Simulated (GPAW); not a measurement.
# Near-edge structure at the F K edge of NaF (Villiaumite, Fm-3m), part 2 of 2

What does one-electron theory with a core hole give for the F K edge of NaF (Villiaumite, Fm-3m)?

GPAW 26.7.0; X-ray absorption from dipole matrix elements to empty bands, plane-wave PAW PBE.

So far. Step 5 (Spectrum with FCH, F atom 2): The hole costs E(hole) − E(ground) = 690.58 eV, and the lowest empty level of the hole cell on the spectrum's mesh lies at 4.27 eV, which puts the zero at 694.84 eV. One term is added: -9.97 eV, since the hole is spin-paired here and a spin-polarised one costs that much less in the free atom (computed apart). The photon energy is then 684.87 eV. The functional and the charged cell's background leave an error of a few eV in such absolute values.

## (9) Spectrum with FCH, F atom 2

A test of how far the result depends on this setting.

Changed against the first core-hole run: broadening from Gaussian full width 0.9 eV up to 4 eV, rising linearly to 3.5 eV at 25 eV to Gaussian full width 0.5 eV up to 4 eV, rising linearly to 1.5 eV at 25 eV.

xas.py

```python
import numpy as np
from ase import Atoms
from ase.parallel import parprint, paropen
from gpaw import GPAW, PW, FermiDirac, Mixer, MixerDif, setup_paths
from gpaw.test import gen
setup_paths.insert(0, '.')
gen('F', name='fch1s', xcname='PBE', corehole=(1, 0, 1), write_xml=True)
from gpaw.mpi import world
world.barrier()

atoms = Atoms('Na8F8',
    cell=[[0, 4.64, 4.64],
     [4.64, 0, 4.64],
     [4.64, 4.64, 0]],
    scaled_positions=[[0, 0, 0],
     [0, 0, 0.5],
     [0, 0.5, 0],
     [0.5, 0, 0],
     [0, 0.5, 0.5],
     [0.5, 0, 0.5],
     [0.5, 0.5, 0],
     [0.5, 0.5, 0.5],
     [0.25, 0.25, 0.25],
     [0.25, 0.25, 0.75],
     [0.25, 0.75, 0.25],
     [0.75, 0.25, 0.25],
     [0.25, 0.75, 0.75],
     [0.75, 0.25, 0.75],
     [0.75, 0.75, 0.25],
     [0.75, 0.75, 0.75]],
    pbc=True)
atoms.calc = calc = GPAW(legacy_gpaw=True, mode=PW(500), xc='PBE', setups={8: 'fch1s'},
    kpts={'size': (4, 4, 4), 'gamma': True}, occupations=FermiDirac(0.02),
    charge=0, mixer=Mixer(0.1, 5, 50), maxiter=150,
    convergence={'density': 0.0001}, txt='scf.txt')
energy = atoms.get_potential_energy() + calc.get_reference_energy()
ef = calc.get_fermi_level()
out = dict(energy=energy, fermi=ef, forces=atoms.get_forces().tolist())
parprint(f'all-electron energy {energy:.4f} eV, Fermi level {ef:.4f} eV')
ev = np.array([[calc.get_eigenvalues(k, s) for k in range(len(calc.get_ibz_k_points()))] for s in range(calc.get_number_of_spins())])
out['homo'], out['lumo'], out['counts'] = ev[ev < ef].max(), ev[ev > ef].min(), sorted(set((ev < ef).sum((0, 2)).tolist()))
out['filled'] = (ev[:, 0] < ef).sum(1).tolist()

from ase.units import Ha
from gpaw.xas import dipole_matrix_elements
nb = int(calc.get_number_of_electrons() / 2) + 122
top, nb = nb, nb + 8 + nb // 12
nscf = calc.fixed_density(kpts={'size': (4, 4, 4), 'gamma': True}, nbands=nb,
    convergence={'bands': top, 'eigenstates': 1e-5}, maxiter=60, txt='nscf.txt')
cell = atoms.cell.array
ops = [cell.T @ U.T @ np.linalg.inv(cell.T) for U in nscf.wfs.kd.symmetry.op_scc]
filled = [56]  # bands filled in the ground state, by spin
E = np.arange(-6, 34, 0.1)
fwhm = np.interp(E, [4, 25], [0.5, 1.5])
Y, X, zero, highest = 0, 0, 1e9, 1e9
for spin in range(nscf.get_number_of_spins()):
    wfs = nscf.wfs
    A = dipole_matrix_elements(wfs.setups[8])
    eps = np.zeros((wfs.kd.nibzkpts, nb))
    d = np.zeros((3, A.shape[1], wfs.kd.nibzkpts, nb), complex)
    for kpt in wfs.kpt_u:
        if kpt.s == spin and 8 in kpt.P_ani:
            eps[kpt.k] = kpt.eps_n * Ha
            d[:, :, kpt.k] = (kpt.weight * wfs.nspins / 2) ** 0.5 * np.inner(A, kpt.P_ani[8])
    world.sum(eps)
    world.sum(d)
    T = np.einsum('amkn,bmkn->abkn', d, d.conj()).real
    T = sum(np.einsum('ai,ijkn,bj->abkn', R, T, R) for R in ops) / len(ops)
    empty = np.ones_like(eps, bool) & (np.arange(nb) >= filled[spin])
    zero, highest = min(zero, eps[empty].min()), min(highest, eps[:, top - 1].min())
    lines = [(eps, T, empty)] if spin == 0 else lines + [(eps, T, empty)]
for eps, T, empty in lines:
    f = np.einsum('aakn->akn', T).reshape(3, -1)
    x = eps.ravel() - zero
    w = np.interp(x, E, fwhm) / 2.35482
    g = np.exp(-0.5 * ((E[:, None] - x) / w) ** 2) / (w * (2 * np.pi) ** 0.5)
    Y = Y + (f * empty.ravel()) @ g.T
    X = X + (f * ~empty.ravel()) @ g.T
out.update(E=E.round(2).tolist(), xas=Y.tolist(), xes=X.tolist(), zero=zero, valid=highest - zero, nk=len(eps), nb=nb)
for i in range(0, len(E), 10):
    parprint(f'{E[i]:7.2f}', *(f'{v:10.3e}' for v in Y[:, i]))
import json
with paropen('out.json', 'w') as f:
    json.dump(out, f)
```

The run is started by

```bash
$ OMP_NUM_THREADS=1 mpirun -n 4 gpaw python xas.py
```

Run time: 73 s. Hardware: 4 MPI ranks of Arm Neoverse V2, shared host; peak memory 0.42 GiB; 4.8 min of CPU time.

```
E (eV)  first run  this run
  -2.0       0.00      0.00
  -1.0       0.00      0.00
   0.0       0.01      0.00
   1.0       0.08      0.06
   2.0       0.23      0.12
   3.0       1.35      1.36
   4.0       2.21      2.23
   5.0       1.89      1.29
   6.0       1.96      1.97
   7.0       1.51      1.71
   8.0       0.60      0.38
   9.0       0.27      0.23
  10.0       0.32      0.27
  11.0       0.68      0.59
  12.0       1.32      1.07
  13.0       1.70      2.48
  14.0       1.20      1.03
  15.0       0.66      0.48
  16.0       0.56      0.46
  17.0       0.68      0.67
  18.0       0.90      0.78
  19.0       1.14      1.37
  20.0       1.33      1.13
  21.0       1.45      1.59
  22.0       1.39      1.88
  23.0       1.09      1.08
  24.0       0.76      0.48
  25.0       0.62      0.43
  26.0       0.66      0.66
  27.0       0.72      0.91
  28.0       0.69      0.89
  29.0       0.57      0.45
  30.0       0.46      0.34
  31.0       0.45      0.39
  32.0       0.53      0.46
```

Against the first run the r.m.s. difference is 18 %. The highest intensity below 16 eV goes from 4.3 eV (2.37) to 4.6 eV (2.65).

The photon energy of the zero moves by +0.00 eV.

## (10) With and without the hole

Both curves are counted from their own zero, so only the shift of weight within the empty states shows.

```
E (eV)  no hole   FCH
  -2.0     0.00  0.00
  -1.0     0.00  0.00
   0.0     0.01  0.01
   1.0     0.11  0.08
   2.0     0.30  0.23
   3.0     0.69  1.35
   4.0     0.94  2.21
   5.0     1.12  1.89
   6.0     2.23  1.96
   7.0     3.14  1.51
   8.0     1.05  0.60
   9.0     0.62  0.27
  10.0     0.56  0.32
  11.0     0.62  0.68
  12.0     1.05  1.32
  13.0     1.64  1.70
  14.0     1.53  1.20
  15.0     1.01  0.66
  16.0     0.80  0.56
  17.0     0.72  0.68
  18.0     0.63  0.90
  19.0     0.68  1.14
  20.0     0.97  1.33
  21.0     1.41  1.45
  22.0     1.69  1.39
  23.0     1.59  1.09
  24.0     1.24  0.76
  25.0     0.99  0.62
  26.0     0.93  0.66
  27.0     0.91  0.72
  28.0     0.79  0.69
  29.0     0.60  0.57
  30.0     0.45  0.46
  31.0     0.42  0.45
  32.0     0.47  0.53
```

With each curve scaled to its own mean, the area from −2 to 6 eV with the hole is 6.8 against 4.1, and the centre of weight from −1 to 20 eV moves by -0.2 eV: the hole pulls the absorber's empty states down.

## (11) Summary of results

- absorber and edge: F K, atom 2 of the ground-state input (counted from 1)
- surroundings: 6 Na at 2.32 Å (octahedral, site symmetry m-3m)
- highest intensity below 16 eV: 4.3 eV above the zero, height 2.37
- photon energy of the zero, with the added terms: 684.9 eV (raw 694.8 eV; uncertain by a few eV)

What this shows: The F K edge of atom 2, with 6 Na at 2.32 Å (octahedral, site symmetry m-3m), has its highest intensity of the first 16 eV at 4.3 eV above the zero, near 689 eV in photon energy (uncertain by a few eV), 2.4 times the mean level of the first 20 eV (Gaussian full width 0.9 eV up to 4 eV, rising linearly to 3.5 eV at 25 eV). With each curve scaled to its own mean, the area from −2 to 6 eV with the hole is 6.8 against 4.1, and the centre of weight from −1 to 20 eV moves by -0.2 eV: the hole pulls the absorber's empty states down. The neutral-cell energy with a spin-polarised hole lies +0.7 eV from the charged-cell zero, a gap made of the charged-cell error and of where the added electron settles. A cell with holes 3.3 Å apart changes the curve by 29 % r.m.s. (25 % after the best shift). Changing the broadening from Gaussian full width 0.9 eV up to 4 eV, rising linearly to 3.5 eV at 25 eV to Gaussian full width 0.5 eV up to 4 eV, rising linearly to 1.5 eV at 25 eV alters the shape by 18 % r.m.s., a modest effect on the whole. The mesh is coarse (0.29 Å⁻¹ between points), so small maxima may be mesh ripples. Lifetime broadening is put in by hand, and intensities beyond about 20 eV depend on it and on the partial waves. The structure is a published determination, not relaxed.

[Logs are printed without paths, hosts, clocks, repeated set-up lines and the standing remarks that a program may print on its own settings, such as how far it seeks lower states.]

[Hosts, paths, dates, database ids (printed as entryN), source tags and the programs' standing remarks are cut or masked in the printed files.]

[Lists of maxima count a maximum above −3 eV only where it reaches 4 % of the highest in the window and stands out from its surroundings by 2 % of it (1.5 % where it reaches 55 %); shoulders and weaker maxima are passed over, and of the rest the first, up to two pre-edge ones and the few strongest are named.]
